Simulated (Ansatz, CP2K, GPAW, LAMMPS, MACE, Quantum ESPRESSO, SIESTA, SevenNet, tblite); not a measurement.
**Liquid Ge at 2600 K (66 atoms): forces by two methods**

66 atoms (66 Ge) placed at random at 5.27 g/cm³, melted at 3500 K for 10 ps at fixed volume with the Tersoff potential (Tersoff, Phys. Rev. B 39, 5566 (1989)). Snapshot at the end of a hold of 5 ps at 2600 K and fixed volume.

Two calculations on one geometry. First: Kohn-Sham DFT, PBE, PAW, atomic orbitals (dzp); LCAO dzp; h 0.2 Å; other mixer settings; levels smeared at 580 K (GPAW 26.7.0; Γ point). Second: Kohn-Sham DFT, PBE, SSSP efficiency 1.3.0 pseudopotentials, plane waves; sssp-1.3.0-efficiency; 45/360 Ry; levels smeared at 580 K (Quantum ESPRESSO 7.5; sssp-pbe-1.3.0-efficiency, cutoffs 45/360 Ry, Γ point).

Cell vectors (Å):

```
11.473 0.000 0.000
0.000 11.473 0.000
0.000 0.000 11.473
```

Atom, position (Å) and force of the first calculation (eV/Å):

```
1 Ge 0.443 8.534 11.406 0.819 1.452 2.149
2 Ge 3.054 0.630 5.062 0.641 0.120 0.308
3 Ge 1.348 6.847 1.330 0.500 -0.316 1.396
4 Ge 7.210 7.371 5.584 0.701 0.831 -0.213
5 Ge 0.168 4.649 1.507 -0.641 1.067 -0.714
6 Ge 8.570 2.108 0.978 -0.216 0.226 0.189
7 Ge 5.989 5.292 1.076 -0.400 0.389 0.906
8 Ge 3.579 4.120 4.014 -0.503 0.993 -0.245
9 Ge 5.187 6.506 7.597 -1.638 0.441 0.173
10 Ge 1.178 3.603 4.788 0.367 -0.618 0.346
11 Ge 1.732 5.695 6.118 0.065 -0.081 0.412
12 Ge 5.205 9.807 7.477 -0.271 -0.373 -0.188
13 Ge 6.581 9.740 5.357 -0.050 0.194 -0.348
14 Ge 4.534 2.083 3.181 -1.571 -1.173 -1.287
15 Ge 10.070 11.261 4.049 -0.318 0.156 0.703
16 Ge 0.388 10.712 1.415 -1.254 -0.212 -1.117
17 Ge 6.337 1.768 7.521 1.135 -0.384 -0.090
18 Ge 4.134 7.987 3.942 0.220 0.248 -0.088
19 Ge 10.370 7.649 10.020 -1.660 -0.687 -0.990
20 Ge 5.834 11.209 9.450 -0.674 1.818 0.398
21 Ge 7.127 5.328 8.129 0.436 1.921 3.487
22 Ge 3.967 2.064 7.157 -0.455 0.850 -0.188
23 Ge 4.220 4.308 8.773 0.555 -0.597 -0.117
24 Ge 6.924 4.518 4.570 0.908 -0.856 -0.643
25 Ge 1.903 9.097 9.676 2.021 1.461 -0.607
26 Ge 4.330 8.168 9.338 0.056 -0.062 -0.261
27 Ge 9.747 3.045 8.511 -0.097 -0.872 -1.428
28 Ge 6.905 7.667 1.287 -0.967 0.684 -0.512
29 Ge 6.306 3.908 10.576 -1.455 0.634 -1.317
30 Ge 7.759 0.496 5.652 0.454 -0.452 0.574
31 Ge 9.833 9.583 2.336 0.498 -1.591 -0.597
32 Ge 1.104 8.910 7.378 1.180 1.543 -0.698
33 Ge 9.339 11.062 7.640 0.252 -0.265 -0.265
34 Ge 1.976 3.803 9.715 -0.821 0.740 -1.085
35 Ge 3.612 6.056 1.990 0.310 -0.561 0.828
36 Ge 8.489 9.055 9.046 0.453 -0.289 -0.519
37 Ge 10.528 3.969 3.614 0.275 1.813 -0.276
38 Ge 9.182 7.060 1.700 -0.183 2.052 2.858
39 Ge 1.934 1.562 8.672 -0.681 1.040 -0.393
40 Ge 1.691 8.450 3.503 -0.772 -0.623 -0.722
41 Ge 3.613 1.950 0.501 -0.467 -0.132 1.301
42 Ge 9.618 5.790 11.411 1.353 -1.961 -1.683
43 Ge 0.050 4.465 7.946 2.202 1.018 -0.182
44 Ge 3.107 0.167 10.119 1.436 -2.446 0.895
45 Ge 7.982 3.874 6.767 0.892 -2.885 -2.223
46 Ge 10.791 0.970 9.184 0.383 -0.536 0.821
47 Ge 1.272 2.818 0.310 -0.288 0.008 0.746
48 Ge 3.821 10.956 1.599 0.948 -0.039 -0.472
49 Ge 6.734 2.091 3.900 1.294 0.024 0.706
50 Ge 11.404 7.024 4.734 0.922 0.113 0.461
51 Ge 8.699 3.759 10.407 -0.571 0.653 1.850
52 Ge 5.869 9.635 2.699 -0.200 0.005 0.032
53 Ge 5.950 1.597 11.395 0.559 -0.882 -0.743
54 Ge 11.146 7.068 7.667 0.604 -1.863 -0.013
55 Ge 6.466 9.029 10.501 0.292 -0.713 1.027
56 Ge 10.772 1.231 0.290 0.561 -0.563 -0.975
57 Ge 0.220 10.876 5.999 -1.397 -1.682 0.073
58 Ge 9.153 6.252 4.108 -0.846 -0.771 -0.756
59 Ge 5.110 6.022 5.152 -1.279 0.183 0.013
60 Ge 3.244 9.473 5.989 0.010 0.216 -0.272
61 Ge 9.886 2.346 5.758 0.373 -0.081 1.771
62 Ge 0.988 1.531 6.401 0.303 1.875 -0.838
63 Ge 8.849 7.050 7.375 -1.660 0.707 0.437
64 Ge 7.998 10.974 1.657 -1.207 0.300 -0.357
65 Ge 9.198 2.060 3.468 -1.074 -0.840 -2.100
66 Ge 1.979 10.986 3.137 -0.414 -0.361 0.749
```

**Question.** What forces does the second calculation give?

Atom and force (eV/Å):

```
1 0.804 1.317 1.967
2 0.526 0.090 0.311
3 0.497 -0.311 1.343
4 0.648 0.749 -0.160
5 -0.585 1.059 -0.706
6 -0.117 0.125 0.198
7 -0.419 0.425 0.745
8 -0.481 0.887 -0.255
9 -1.470 0.366 0.154
10 0.329 -0.531 0.344
11 -0.141 -0.123 0.347
12 -0.299 -0.355 -0.189
13 -0.094 0.140 -0.283
14 -1.433 -1.074 -1.144
15 -0.336 0.195 0.643
16 -1.223 -0.244 -0.928
17 0.980 -0.368 -0.145
18 0.156 0.220 -0.088
19 -1.536 -0.667 -0.877
20 -0.708 1.656 0.347
21 0.440 1.788 3.148
22 -0.440 0.766 -0.112
23 0.514 -0.616 -0.060
24 0.850 -0.821 -0.506
25 1.857 1.344 -0.609
26 0.104 0.009 -0.330
27 -0.017 -0.749 -1.296
28 -0.832 0.626 -0.508
29 -1.287 0.596 -1.158
30 0.483 -0.402 0.527
31 0.446 -1.304 -0.600
32 1.092 1.437 -0.614
33 0.296 -0.234 -0.229
34 -0.756 0.560 -1.058
35 0.270 -0.512 0.855
36 0.439 -0.354 -0.493
37 0.280 1.613 -0.222
38 -0.259 1.890 2.596
39 -0.590 1.035 -0.365
40 -0.688 -0.608 -0.695
41 -0.412 -0.239 1.200
42 1.283 -1.778 -1.477
43 2.038 0.972 -0.154
44 1.342 -2.181 0.814
45 0.801 -2.626 -2.009
46 0.331 -0.397 0.742
47 -0.255 0.067 0.643
48 0.854 0.024 -0.352
49 1.249 0.045 0.693
50 0.920 0.017 0.452
51 -0.582 0.622 1.723
52 -0.180 -0.032 -0.001
53 0.418 -0.731 -0.742
54 0.496 -1.728 -0.038
55 0.289 -0.650 0.847
56 0.553 -0.511 -0.959
57 -1.311 -1.459 0.073
58 -0.733 -0.714 -0.767
59 -1.091 0.215 0.002
60 0.049 0.190 -0.258
61 0.290 -0.092 1.539
62 0.306 1.662 -0.841
63 -1.572 0.669 0.451
64 -1.041 0.244 -0.245
65 -1.006 -0.809 -1.833
66 -0.333 -0.404 0.602
```

The two sets differ by 101 meV/Å r.m.s., 11 % of the r.m.s. force of the Quantum ESPRESSO run. The network of bonds at the start is that of the classical potential that made the cell, and needn't be the one that DFT or experiment would give. The electronic-structure runs sample only Γ, in a cell whose shortest periodic width is 11 Å, which is coarse for a cell with partly filled levels.

[Logs are printed without paths, hosts, clocks, repeated set-up lines and the standing remarks that a program may print on its own settings, such as how far it seeks lower states.]

[Hosts, paths, dates, database ids (printed as entryN), source tags and the programs' standing remarks are cut or masked in the printed files.]
